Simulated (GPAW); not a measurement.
**Quasiparticle gap of CsGeBr3 (R3m) in GPAW**

Aim: the G0W0 gap of CsGeBr3 (R3m) on LDA, step by step.

Calculated with GPAW 26.7.0; LDA and many-body steps on it, plane waves.

Report form: inputs, costs, results and the conclusion, without the logs.

**1. The structure**

Symmetry: R3m, No. 160, trigonal system. Conventional cell: a = 7.939 Å, b = 7.939 Å, c = 10.005 Å, α = 90.00°, β = 90.00°, γ = 120.00°. Cs has 12 Br at 3.97 to 4.09 Å nearest. Nearest to Ge lie 6 Br at 2.55 to 3.14 Å. Nearest to Br lie 2 Ge at 2.55 to 3.14 Å and 4 Cs at 3.97 to 4.09 Å. Farther neighbours, and contacts between anions beyond the nearest, are not listed.

Coordinates:

```cif
data_structure
_symmetry_space_group_name_H-M 'R3m:H'
_symmetry_Int_Tables_number 160
_cell_length_a 7.9386
_cell_length_b 7.9386
_cell_length_c 10.0049
_cell_angle_alpha 90.000
_cell_angle_beta 90.000
_cell_angle_gamma 120.000
_cell_volume 546.04
loop_
_atom_site_label
_atom_site_type_symbol
_atom_site_symmetry_multiplicity
_atom_site_Wyckoff_symbol
_atom_site_fract_x
_atom_site_fract_y
_atom_site_fract_z
_atom_site_occupancy
Cs1 Cs 3 a 0.33333 0.66667 0.66797 1
Ge1 Ge 3 a 0.33333 0.66667 0.14375 1
Br1 Br 9 b 0.01546 0.50773 0.01320 1
```

The cell and positions are those that the Materials Project relaxed with its own functionals (PBE, PBE+U or r2SCAN), kept fixed.

**2. Ground state**

This step: GPAW 26.7.0; DFT, LDA, plane waves, PAW.

The ground-state density comes first.

The input, run.py:

```python
import json
import numpy as np
from gpaw.mpi import world
from ase import Atoms
from gpaw import GPAW, PW, FermiDirac

atoms = Atoms(['Cs', 'Ge', 'Br', 'Br', 'Br'],
    cell=[[3.9692828316, 2.2916665113, 3.3349688208],
      [-3.9692828316, 2.2916665113, 3.3349688208],
      [0.0000000000, -4.5833330226, 3.3349688208]],
    scaled_positions=[[0.0013040400, 0.0013040400, 0.0013040400],
      [0.4770829100, 0.4770829100, 0.4770829100],
      [0.0286681300, 0.5054724600, 0.5054724600],
      [0.5054724600, 0.5054724600, 0.0286681300],
      [0.5054724600, 0.0286681300, 0.5054724600]],
    pbc=(True, True, True))
calc = GPAW(mode=PW(450),
    xc='LDA',
    kpts={'size': (4, 4, 4), 'gamma': True},
    occupations=FermiDirac(0.001),
    nbands=-8,
    convergence={'density': 1e-6, 'bands': -3},
    maxiter=100,
    txt='gs.txt')
atoms.calc = calc
res = {'energy': atoms.get_potential_energy()}
kpts = calc.get_ibz_k_points()
res['kpts'] = kpts
res['eigenvalues'] = [calc.get_eigenvalues(kpt=k) for k in range(len(kpts))]
res['n_electrons'] = calc.get_number_of_electrons()
calc.write('gs.gpw')

if world.rank == 0:
    with open('result.json', 'w') as f:
        json.dump(res, f, default=lambda x: x.tolist())
```

The run is started by

```
> mpirun -n 4 gpaw python run.py
```

It took 8.8 s on 4 MPI ranks of Arm Neoverse V2, shared host; peak memory 0.74 GiB.

This step gave:

```yaml
total_energy: -17.97 eV
gap: 1.102 eV
k_of_the_valence_top: 0.5, 0.5, 0.5
k_of_the_conduction_bottom: 0.5, 0.5, 0.5
least_direct_gap: 1.102 eV
```

The gap is direct, at (0.500, 0.500, 0.500).

**3. Empty states on the mesh, 2×2×2 mesh, 622 bands**

The sums over transitions need many empty states on a uniform mesh; this step solves for them.

The input, run.py:

```python
import json
import numpy as np
from gpaw.mpi import world
from gpaw import GPAW

calc = GPAW('gs.gpw').fixed_density(kpts={'size': (2, 2, 2), 'gamma': True},
    parallel={'domain': 1, 'band': 1},
    txt='nscf.txt')
calc.diagonalize_full_hamiltonian(nbands=622)
calc.write('full.gpw', mode='all')
res = {}
kpts = calc.get_ibz_k_points()
res['kpts'] = kpts
res['eigenvalues'] = [calc.get_eigenvalues(kpt=k) for k in range(len(kpts))]
res['n_electrons'] = calc.get_number_of_electrons()

if world.rank == 0:
    with open('result.json', 'w') as f:
        json.dump(res, f, default=lambda x: x.tolist())
```

The run is started by

```
> mpirun -n 4 gpaw python run.py
```

It took 57 s on 4 MPI ranks; peak memory 4.6 GiB.

This step gave:

* gap: 1.102 eV
* k of the valence top: 0.5, 0.5, 0.5
* k of the conduction bottom: 0.5, 0.5, 0.5
* least direct gap: 1.102 eV
* k points computed: 4
* lowest point of the top converged band, above the valence top: 122.3787 eV

On this mesh the gap is 1.102 eV.

**4. Screening and self-energy, 2×2×2 mesh, 284 bands, screening to 78 eV**

Now the one-shot GW correction: screening in the RPA, then the self-energy of the levels asked for.

This step: G0W0 on LDA, plane waves, PAW.

The input, run.py:

```python
import json
import numpy as np
from gpaw.mpi import world
from gpaw.response.g0w0 import G0W0

gw = G0W0('full.gpw',
    filename='gw',
    kpts=[0, 3],
    bands=(15, 19),
    ecut=78,
    nbands=284,
    integrate_gamma='WS',
    ppa=True)
gw.calculate()
res = {mode: {k: v for k, v in r.items() if k != 'sigma_eskwn'}
       for mode, r in gw.all_results.items()}

if world.rank == 0:
    with open('result.json', 'w') as f:
        json.dump(res, f, default=lambda x: x.tolist())
```

The run is started by

```
> mpirun -n 4 gpaw python run.py
```

Elapsed: 28 s, on 4 MPI ranks; peak memory 1.6 GiB; 1.8 min of CPU time.

This step gave:

```
G0W0 gap on the mesh                         : 2.156 eV
least direct G0W0 gap on the computed points : 2.156 eV
Z at the valence top                         : 0.7882
Z at the conduction bottom                   : 0.8011
starting gap on the mesh                     : 1.102 eV
k of the valence top                         : 0.5, 0.5, 0.5
k of the conduction bottom                   : 0.5, 0.5, 0.5
```

The gap on the mesh goes from 1.10 eV to 2.16 eV, a correction of +1.05 eV.

Limits: finite bands, cutoff and mesh; no spin-orbit coupling; coarse k mesh. v1 is the top filled band, c1 the lowest empty one. Levels before and after the correction, in eV, zero at the valence-band top of each column:

```csv
,conduction bottom,valence top
Kohn-Sham,1.10,0.00
G0W0,2.16,0.00
```

```csv
,level,energy (eV)
Kohn-Sham,(0.5 0.5 0.5) v2,-1.763
Kohn-Sham,(0.5 0.5 0.5) v1,0.000
Kohn-Sham,(0.5 0.5 0.5) c1,1.102
Kohn-Sham,(0.5 0.5 0.5) c2,1.323
G0W0,(0.5 0.5 0.5) v2,-2.289
G0W0,(0.5 0.5 0.5) v1,0.000
G0W0,(0.5 0.5 0.5) c1,2.156
G0W0,(0.5 0.5 0.5) c2,2.343
```

**5. Where the time went**

Times are wall times on 4 MPI ranks of Arm Neoverse V2, shared host, good to a factor of about two.

```csv
step,time,share,memory (GiB)
ground state,8.8 s,9 %,0.74
empty states on the mesh,57 s,61 %,4.6
screening and self-energy,28 s,29 %,1.6
```

**6. Results**

* LDA gap: 1.10 eV, direct
* G0W0 gap on the mesh: 2.16 eV
* GW settings: 2×2×2 mesh, 284 bands, screening to 78 eV, Godby-Needs plasmon pole
* known limits: short of the basis limit; no spin-orbit coupling; coarse k mesh

**Reading.** G0W0 moves the gap on the mesh from 1.10 eV to 2.16 eV (+1.05 eV), with Z of 0.79 and 0.80 at the edges. The dearest step here is «empty states on the mesh». Bands and cutoff are finite, so the gap stands short of the basis limit, usually by up to a few tenths of an eV; the mesh is an error of its own. The 2×2×2 mesh is coarse for this cell, which bears on the long-range parts of exchange and screening. The many-body steps are scalar-relativistic: spin-orbit coupling is not in them.

[Long decimals in the printed logs are rounded to 6 places.]

[Logs are printed without paths, hosts, clocks, repeated set-up lines and the standing remarks that a program may print on its own settings, such as how far it seeks lower states.]

[Paths, hosts, dates, memory and timing lines, banners, echoed tables and standing remarks are left out of the program output; an Ansatz launch command may be rebuilt from the run's recorded settings. Measured values are a selection of at most five: reports struck by readers or far from the other reports are left out. None is set beside runs whose start may be inverted or whose files or cutoffs have a known fault.]

[Runs of the session that timed out or met a known fault of the program may be left out.]

[Hosts, paths, dates, database ids (printed as entryN), source tags and the programs' standing remarks are cut or masked in the printed files.]

[Where the starting crystal was built by hand or by swapping elements, it need not be the compound's stable phase.]
